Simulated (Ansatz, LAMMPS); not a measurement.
**In2O3 with crystalline order left by the classical run (100 atoms): geometry optimisation**

Wanted: the relaxed structure of In2O3 with crystalline order left by the classical run (100 atoms) and its electronic structure.

Calculated with Ansatz 0.2.0; Kohn-Sham DFT, PBE, PAW (set soft_2), plane waves.

### 1. The structure

The cell holds 100 atoms: 40 In and 60 O. Its edges and angles: a = 11.142 Å, b = 11.142 Å, c = 11.142 Å, α = 90.0°, β = 90.0°, γ = 90.0°. 100 atoms (40 Sc, 60 O) placed at random at 3.63 g/cm³, melted at 5000 K for 10 ps at fixed volume with the Morse and Coulomb pair potential with partial charges (Pedone, Malavasi, Menziani, Cormack and Segre, J. Phys. Chem. B 110, 11780 (2006)). Quenched from 5000 K to 300 K at 20 K/ps and fixed volume, held 10 ps at zero pressure, then minimised at fixed cell. Then Sc was replaced by In and the cell scaled by 1.038 (the potential has no terms for the new elements, so the cell is a start for a DFT relaxation).

Before any run, some limits are plain. The quench rate of 20 K/ps is many orders above laboratory rates, so the cell is likely richer in defects and strain than a real sample. The network of bonds at the start is that of the classical potential that made the cell. The Brillouin zone is sampled at Γ only, in a cell whose shortest periodic width is 11 Å.

### 2. The classical run that made the cell

A classical potential supplies the starting structure, since it reaches far longer times than DFT.

This step: classical MD, Morse and Coulomb pair potential with partial charges (Pedone, Malavasi, Menziani, Cormack and Segre, J. Phys. Chem. B 110, 11780 (2006)) (LAMMPS 22 Jul 2025 - Update 4).

in.lmp

```
# melt-quench of Sc40O60
units metal
atom_style charge
boundary p p p
region box block 0 10.8067 0 10.8067 0 10.8067
create_box 2 box
mass 1 44.9559   # Sc
mass 2 15.9990   # O
create_atoms 1 random 40 232065 NULL overlap 1.5 maxtry 2000
create_atoms 2 random 60 232072 NULL overlap 1.5 maxtry 2000
pair_style hybrid/overlay pedone 5.5 coul/long 8.0
pair_coeff * * coul/long
pair_coeff 1 2 pedone 0.000333 3.144445 3.200000 2.6   # Sc-O
pair_coeff 2 2 pedone 0.042395 1.379316 3.618701 22   # O-O
set type 1 charge 1.8
set type 2 charge -1.2
kspace_style pppm 1.0e-4
neigh_modify delay 0 every 1 check yes
thermo_style custom step time temp pe press density
thermo_modify norm yes
timestep 0.002
thermo 100
min_style cg
minimize 1e-4 1e-4 200 2000
reset_timestep 0
velocity all create 5000 232066 mom yes dist gaussian
fix lim all nve/limit 0.05
fix lan all langevin 5000 5000 0.2 232067 zero yes
thermo 500
run 1000 post no
unfix lim
unfix lan
thermo 833
fix md all nvt temp 5000 5000 0.2
run 5000 post no
unfix md
thermo 11750
fix md all nvt temp 5000 300 0.2
run 117500 post no
unfix md
thermo 1666
fix md all npt temp 300 300 0.2 iso 0 0 2
run 5000 post no
unfix md
thermo 100
min_style cg
minimize 0 1e-3 2000 20000
write_dump all custom glass.dump id type xs ys zs modify sort id
```

Started as:

```bash
$ lmp -in in.lmp -log none -nocite
```

Numbers of over 12 decimals in the logs are rounded to 6 here.

The program printed:

```text
LAMMPS (22 Jul 2025 - Update 4)
Created orthogonal box = (0 0 0) to (10.8067 10.8067 10.8067)
Created 40 atoms
Created 60 atoms
PPPM initialization ...
  G vector (1/distance) = 0.38321805
  grid = 12 12 12
  estimated relative force accuracy = 5.0347496e-05
   Step          Time           Temp          PotEng         Press         Density
         0   0              0             -1.7653441      1314570.6      3.6290399
        80   0.16           0             -11.242221      40150.778      3.6290399
Loop time of 0.0512701 s on 1 MPI rank(s) for 80 steps with 100 atoms
Minimization stats:
  Stopping criterion = energy tolerance
[... 37 lines left out ...]
    128282   256.564        279.71604     -11.348237      3616.7465      3.7124122
    128500   257            349.59456     -11.349055      2760.2796      3.7033519
Loop time of 2.46347 s on 1 MPI rank(s) for 5000 steps with 100 atoms
   Step          Time           Temp          PotEng         Press         Density
    128500   257            349.59456     -11.349053      2761.8385      3.7033519
    128516   257.032        349.59456     -11.387574     -11949.23       3.7033519
Loop time of 0.0287491 s on 1 MPI rank(s) for 16 steps with 100 atoms
Minimization stats:
  Stopping criterion = linesearch alpha is zero
  Energy initial, next-to-last, final =
     -11.3490530746448  -11.3875735028908  -11.3875735028908
  Force two-norm initial, final = 11.341939 0.31718421
  Iterations, force evaluations = 16 63
```

Elapsed: 51 s, on 1 thread of Arm Neoverse V2, shared host; peak memory 0.072 GiB.

### 3. Single point at the start

The forces at the start show how far the geometry lies from a minimum of this functional.

input.yaml

```yaml
crystal:
  lattice:
    - [11.14182, 0.0, 0.0]
    - [0.0, 11.14182, 0.0]
    - [0.0, 0.0, 11.14182]
  atoms:
    - { symbol: In, position: [0.69809, 0.7365, 0.63256] }
    - { symbol: In, position: [0.88891, 0.71563, 0.35262] }
    - { symbol: In, position: [0.12941, 0.70098, 0.18634] }
    - { symbol: In, position: [0.98187, 0.44587, 0.07144] }
    - { symbol: In, position: [0.05104, 0.20852, 0.58403] }
    - { symbol: In, position: [0.78305, 0.2365, 0.97273] }
    - { symbol: In, position: [0.89551, 0.44792, 0.79474] }
    - { symbol: In, position: [0.19797, 0.21151, 0.13276] }
    - { symbol: In, position: [0.23614, 0.47177, 0.73885] }
    - { symbol: In, position: [0.56249, 0.48783, 0.85678] }
    - { symbol: In, position: [0.48717, 0.24345, 0.14263] }
    - { symbol: In, position: [0.12348, 0.95959, 0.42201] }
    - { symbol: In, position: [0.31866, 0.47363, 0.03128] }
    - { symbol: In, position: [0.04264, 0.95556, 0.1452] }
    - { symbol: In, position: [0.57258, 0.25336, 0.40946] }
    - { symbol: In, position: [0.81886, 0.47432, 0.53069] }
    - { symbol: In, position: [0.31459, 0.21491, 0.465] }
    - { symbol: In, position: [0.21162, 0.95125, 0.69137] }
    - { symbol: In, position: [0.71166, 0.99683, 0.19096] }
    - { symbol: In, position: [0.06391, 0.46033, 0.35623] }
    - { symbol: In, position: [0.28346, 0.71168, 0.47301] }
    - { symbol: In, position: [0.39643, 0.49983, 0.29519] }
    - { symbol: In, position: [0.81339, 0.73297, 0.96392] }
    - { symbol: In, position: [0.73561, 0.4762, 0.23817] }
    - { symbol: In, position: [0.787, 0.99424, 0.46779] }
    - { symbol: In, position: [0.62267, 0.98891, 0.92197] }
    - { symbol: In, position: [0.40427, 0.73694, 0.79682] }
    - { symbol: In, position: [0.28544, 0.95418, 0.96862] }
    - { symbol: In, position: [0.38878, 0.23237, 0.85298] }
    - { symbol: In, position: [0.48163, 0.50262, 0.57234] }
    - { symbol: In, position: [0.54304, 0.99202, 0.64487] }
    - { symbol: In, position: [0.85884, 0.96879, 0.7409] }
    - { symbol: In, position: [0.90446, 0.21192, 0.29607] }
    - { symbol: In, position: [0.35907, 0.97913, 0.24108] }
    - { symbol: In, position: [0.98778, 0.70452, 0.64185] }
    - { symbol: In, position: [0.60471, 0.76064, 0.35765] }
    - { symbol: In, position: [0.10419, 0.18723, 0.85785] }
    - { symbol: In, position: [0.07179, 0.69508, 0.90887] }
    - { symbol: In, position: [0.55045, 0.73974, 0.08421] }
    - { symbol: In, position: [0.63013, 0.24647, 0.68653] }
    - { symbol: O, position: [0.0762, 0.57216, 0.75882] }
    - { symbol: O, position: [0.46547, 0.63607, 0.41722] }
    - { symbol: O, position: [0.49356, 0.15867, 0.55936] }
    - { symbol: O, position: [0.8077, 0.36346, 0.10869] }
    - { symbol: O, position: [0.96008, 0.57754, 0.22861] }
    - { symbol: O, position: [0.16944, 0.0681, 0.26318] }
    - { symbol: O, position: [0.45774, 0.37136, 0.72939] }
    - { symbol: O, position: [0.55058, 0.62828, 0.70079] }
    - { symbol: O, position: [0.40831, 0.37944, 0.44707] }
    - { symbol: O, position: [0.48126, 0.35617, 0.98187] }
    - { symbol: O, position: [0.96026, 0.09036, 0.44488] }
    - { symbol: O, position: [0.86414, 0.84754, 0.57695] }
    - { symbol: O, position: [0.82115, 0.59152, 0.68529] }
    - { symbol: O, position: [0.70744, 0.86875, 0.04403] }
    - { symbol: O, position: [0.7343, 0.63817, 0.45415] }
    - { symbol: O, position: [0.21341, 0.81587, 0.84734] }
    - { symbol: O, position: [0.13331, 0.81627, 0.57255] }
    - { symbol: O, position: [0.41698, 0.60437, 0.13371] }
    - { symbol: O, position: [0.27687, 0.0791, 0.82152] }
    - { symbol: O, position: [0.61629, 0.87493, 0.51207] }
    - { symbol: O, position: [0.57579, 0.37631, 0.25923] }
    - { symbol: O, position: [0.90752, 0.56846, 0.94635] }
    - { symbol: O, position: [0.02717, 0.06509, 0.72393] }
    - { symbol: O, position: [0.14191, 0.31322, 0.44776] }
    - { symbol: O, position: [0.96491, 0.31168, 0.91642] }
    - { symbol: O, position: [0.2138, 0.59068, 0.32696] }
    - { symbol: O, position: [0.39189, 0.87888, 0.67155] }
    - { symbol: O, position: [0.43228, 0.14976, 0.31351] }
    - { symbol: O, position: [0.0507, 0.32013, 0.20054] }
    - { symbol: O, position: [0.30756, 0.58504, 0.60908] }
    - { symbol: O, position: [0.29842, 0.87615, 0.38632] }
    - { symbol: O, position: [0.7979, 0.07227, 0.88607] }
    - { symbol: O, position: [0.64684, 0.38198, 0.54565] }
    - { symbol: O, position: [0.14666, 0.5661, 0.04468] }
    - { symbol: O, position: [0.03893, 0.8295, 0.30685] }
    - { symbol: O, position: [0.93134, 0.79808, 0.81275] }
    - { symbol: O, position: [0.89175, 0.06969, 0.17124] }
    - { symbol: O, position: [0.98192, 0.59159, 0.48127] }
    [... 16 atom lines left out ...]
    - { symbol: O, position: [0.71442, 0.13302, 0.34731] }
    - { symbol: O, position: [0.23383, 0.30958, 0.95493] }
    - { symbol: O, position: [0.52715, 0.88269, 0.22419] }
    - { symbol: O, position: [0.32099, 0.35642, 0.18609] }
    - { symbol: O, position: [0.23388, 0.85691, 0.12565] }
    - { symbol: O, position: [0.77698, 0.86911, 0.32099] }
kpoints:
  mp_grid: { grid: [1, 1, 1] }
hamiltonian:
  xc: pbe
scf:
  occupations: { method: fermi_dirac, width: 0.05 }
output:
  forces: true
  stress: true
  populations: intrinsic
  dos:
    method: { smearing: { sigma: 0.1 } }
    de: 0.1
    projected: { site_lists: { In: [In], O: [O] } }
  eigenvalues: true
```

Started as:

```bash
$ ansatz run input.yaml --threads 4 --pin off --max-ram 8192MiB --backend cpu --events-out ev --progress --plain --runs-dir out
```

The program printed:

```text
Engine: ansatz 0.2.0, aarch64-unknown-linux-gnu
Pseudopotentials: kind: paw
Pseudopotential: In, paw, valence charge 13, recommended cutoff 420 eV (normal), In.paw.azcp
Pseudopotential: O, paw, valence charge 6, recommended cutoff 420 eV (normal), O.paw.azcp
Functional definition: PBE
  parameter kappa = 0.804
  parameter beta = 0.066725
  exchange = pbe_x(kappa = kappa, mu = beta*pi^2/3)
  correlation = pbe_c(beta = beta)
Crystal: 100 atoms, lattice volume = 1383.147 Å³
Basis set: ecut = 420 eV, 27081 PW (Γ), exchange–correlation on 150×150×150 points (8 copies of the dense FFT grid, shifted against one another)
Bands: 540, of which v1, the nominal top of the filled ones, is band 440 counted from 1 (439 counted from 0)
Symmetry: 1 space group operations
Space group: P1 (ITA 1), of the structure as read, at distance tolerance 1.1e-4 Å
k-points: 1
Non-local potential: In, projectors of the file, l = 0: 2, l = 1: 2, l = 2: 2, l = 3: 2
Non-local potential: O, projectors of the file, l = 0: 2, l = 1: 2, l = 2: 1
PAW form: soft (Blöchl's): semilocal exchange-correlation on the pseudo side does not see the compensation charge
PAW one-centre angular grid: In, 590 points (default); XC on 64 Gauss nodes
PAW one-centre angular grid: O, 110 points (default); XC on 64 Gauss nodes
Initial density: superposition of atomic densities (neutral atoms: chi_scale 0, normalization atom), corrected by the library's trained network
Initial wavefunctions: pseudopotential atomic-orbital guess
Functional: x = pbe(κ = 0.804, μ = 0.219515), c = pbe(β = 0.066725)
SCF iter   1: F=—  HF=-257954.346421 eV  |F-HF|=—  |Δ(HF+E_count)|=         —  Δρ=2.04e-3  dr2=6.93e-2  ethr=1.77e-3  ⟨swp⟩=5.0  Hψ=1815  notcnv=0  defer=90
preconditioner: auto → LDOS  [insulator: Δε(μ)=0.371 eV  Ē_g=15.698 eV  σ=0.050 eV  W_gap=0.95  n_scr=388 (ndim 8)  ℏωp=29.6 eV  f_vac=0.050  D(μ)=2.46/eV (n_scr^D=6)  ε∞_Penn≈4.6  β→1.0]
SCF iter   2: F=—  HF=-257954.349466 eV  |F-HF|=—  |Δ(HF+E_count)|=   3.05e-3  Δρ=1.49e-3  dr2=3.62e-2  ethr=7.88e-6  ⟨swp⟩=2.0  Hψ=1061  notcnv=0  defer=93
SCF iter   3: F=—  HF=-257954.340582 eV  |F-HF|=—  |Δ(HF+E_count)|=   8.88e-3  Δρ=4.55e-4  dr2=2.86e-3  ethr=4.11e-6  ⟨swp⟩=2.0  Hψ=877  notcnv=0  defer=93
SCF iter   4: F=—  HF=-257954.340123 eV  |F-HF|=—  |Δ(HF+E_count)|=   4.60e-4  Δρ=1.48e-4  dr2=3.58e-4  ethr=3.25e-7  ⟨swp⟩=2.0  Hψ=876  notcnv=0  defer=93
SCF iter   5: F=—  HF=-257954.340091 eV  |F-HF|=—  |Δ(HF+E_count)|=   3.15e-5  Δρ=6.99e-5  dr2=9.86e-5  ethr=4.07e-8  ⟨swp⟩=2.0  Hψ=874  notcnv=0  defer=93
SCF iter   6: F=—  HF=-257954.337796 eV  |F-HF|=—  |Δ(HF+E_count)|=   2.29e-3  Δρ=3.72e-5  dr2=2.61e-5  ethr=1.12e-8  ⟨swp⟩=2.0  Hψ=626  notcnv=0  defer=93
SCF iter   7: F=—  HF=-257954.337792 eV  |F-HF|=—  |Δ(HF+E_count)|=   3.76e-6  Δρ=1.41e-5  dr2=3.68e-6  ethr=2.96e-9  ⟨swp⟩=2.0  Hψ=834  notcnv=0  defer=93
SCF iter   8: F=—  HF=-257954.337792 eV  |F-HF|=—  |Δ(HF+E_count)|=   4.16e-7  Δρ=5.98e-6  dr2=6.45e-7  ethr=4.18e-10  ⟨swp⟩=2.0  Hψ=627  notcnv=0  defer=93
SCF iter   9: F=—  HF=-257954.337792 eV  |F-HF|=—  |Δ(HF+E_count)|=   6.19e-8  Δρ=2.93e-6  dr2=1.68e-7  ethr=7.33e-11  ⟨swp⟩=2.0  Hψ=622  notcnv=0  defer=93
SCF iter  10: F=-257954.337792 eV  HF=-257954.337792 eV  |F-HF|=4.04e-8  |Δ(HF+E_count)|=   1.75e-8  Δρ=1.56e-6  dr2=4.75e-8  ethr=1.14e-11  ⟨swp⟩=12.0  Hψ=2434  notcnv=0
SCF 1 converged in 10 iterations: F = -257954.337792 eV  dr2 = 4.75e-8
  greatest PAW one-centre occupation: 0.990 electrons in one spin orbital (limit 2), on the In atom at site 15 (counted from 0), in its partial waves of l = 2
SCF converged after 10 iterations
Free energy (F): -257954.337792 eV
Harris-Foulkes:  -257954.337792 eV  (|F-HF|=4.04e-8)
Internal energy: -257954.301233 eV  (E = F + TS)
E sigma→0 (E₀):  -257954.319513 eV
Entropy (-TS):   -0.036559 eV (-0.366 meV/atom)
Fermi energy:    8.256642 eV
--- Per-component energies (eV) ---
  E_band       = -753.277010
  E_kinetic    = 20234.464450
  E_local      = -64070.148313  (includes V_loc(G=0)·N_el)
  E_nonlocal   = 17724.946994
  E_hartree    = 24745.423416
  E_xc         = -12950.278520
  E_vxc        = -9520.827733  (∫ρ·V_xc dr)
  E_paw        = -175902.769210  (= ΣΔE_a)
  E_vpaw       = -14612.701510  (= ΣTr[D̂ρ^β])
  E_aug_tail   = 0.144932  (compensation charges beyond the density's cutoff)
  E_ewald      = -67736.084981
  E_smearing   = -0.036559  (= −TS)
  E_closure    = 0.000000  (closes the sum)
  Σ components = -257954.337792   (vs F -257954.337792, Δ=0.00e0)
--- Forces (eV/Å), atoms counted from 1 ---
  atom   1  In     0.01261006     0.14334326     0.03521823
  atom   2  In    -0.03070039    -0.20414690     0.22602299
  atom   3  In     0.56680987    -0.29696277     0.02787383
  atom   4  In     0.14812417    -0.08079418     0.04229874
  atom   5  In    -0.72086587     0.59177557    -0.29064365
  atom   6  In     0.00974899    -0.27224149    -0.05901168
  atom   7  In     0.28954067    -0.23419314    -0.42034951
  atom   8  In    -0.00868297    -0.15684789     0.05595104
  atom   9  In    -0.28335580    -0.16688169    -0.23561977
  atom  10  In     0.18020986     0.03131369     0.28226059
  atom  11  In     0.07852618     0.07185187    -0.31956834
  atom  12  In    -0.19229617    -0.07239798    -0.34149252
  atom  13  In     0.08985025     0.22636227     0.01409030
  atom  14  In    -0.06040991     0.48245725    -0.26510527
[...]
atom  99  O     -0.15376531     0.18567878     0.19619967
  atom 100  O     -0.11020049    -0.11171613    -0.07810889
  max |Σ_I F_I| component: 3.07e-5 eV/Å
--- Stress (GPa, compression-positive) ---
       -2.040160       0.018774       0.944756
        0.018774      -8.039953      -0.008714
        0.944756      -0.008714       4.686029
  P = ⅓ Tr σ = -1.7980 GPa (-17.980 kbar)
--- Band table (eV) ---
  k-point 0: bands = ["-9.7430", "-9.6083", "-9.5027", "-9.4860", [... 524 levels ...], "17.4340", "17.4965", "17.5098", "17.6286", "17.6409", "17.6499", "17.7711", "17.7745", "17.8439", "17.8659", "17.9153", "17.9221"]
--- intrinsic populations: 100 sites ---
  site symbol       q [e]
     0     In     11.8545
     1     In     11.8513
     2     In     11.8532
[...]
99      O      6.7666
  spilling = 0.000000 (of n_electrons = 880.000000)
```

Run time: 30 s. Hardware: 4 threads of Arm Neoverse V2, shared host; peak memory 2.2 GiB.

Reading the cycles: dr2 is the Hartree energy of the density residual (eV), the measure of convergence; HF is the Harris–Foulkes estimate of the energy, which meets the free energy F at convergence.

Numbers from this run:

```
free energy                                      : -257954.3378 eV
free energy per atom                             : -2579.5434 eV/atom
SCF cycles                                       : 10
pressure                                         : -1.798 GPa
r.m.s. force component                           : 0.2216 eV/Å
longest force                                    : 0.9769 eV/Å
Fermi energy                                     : 8.257 eV
gap (highest filled to lowest empty level) : 0.3563 eV
levels partly filled by over 2 per cent          : 2
```

The r.m.s. force component of 0.22 eV/Å and the pressure of -1.8 GPa set the starting point.

Neighbours are counted within 2.62 Å (O-In).

Length of the force by element and coordination:

```
element  coordination  atoms  mean length of the force (eV/Å)  spread   least   most
     In           all     40                            0.434   0.211   0.148  0.977
     In             4      2                            0.406  0.0017   0.405  0.408
     In             5      8                            0.333  0.0391   0.279  0.393
     In             6     30                            0.462   0.235   0.148  0.977
      O           all     60                            0.282   0.104  0.0973  0.536
      O             3     12                            0.314   0.115   0.196  0.536
      O             4     48                            0.274     0.1  0.0973  0.482
```

[end of part 1 of 3]

[Logs are printed without paths, hosts, clocks, repeated set-up lines and the standing remarks that a program may print on its own settings, such as how far it seeks lower states.]

[Hosts, paths, dates, database ids (printed as entryN), source tags and the programs' standing remarks are cut or masked in the printed files.]
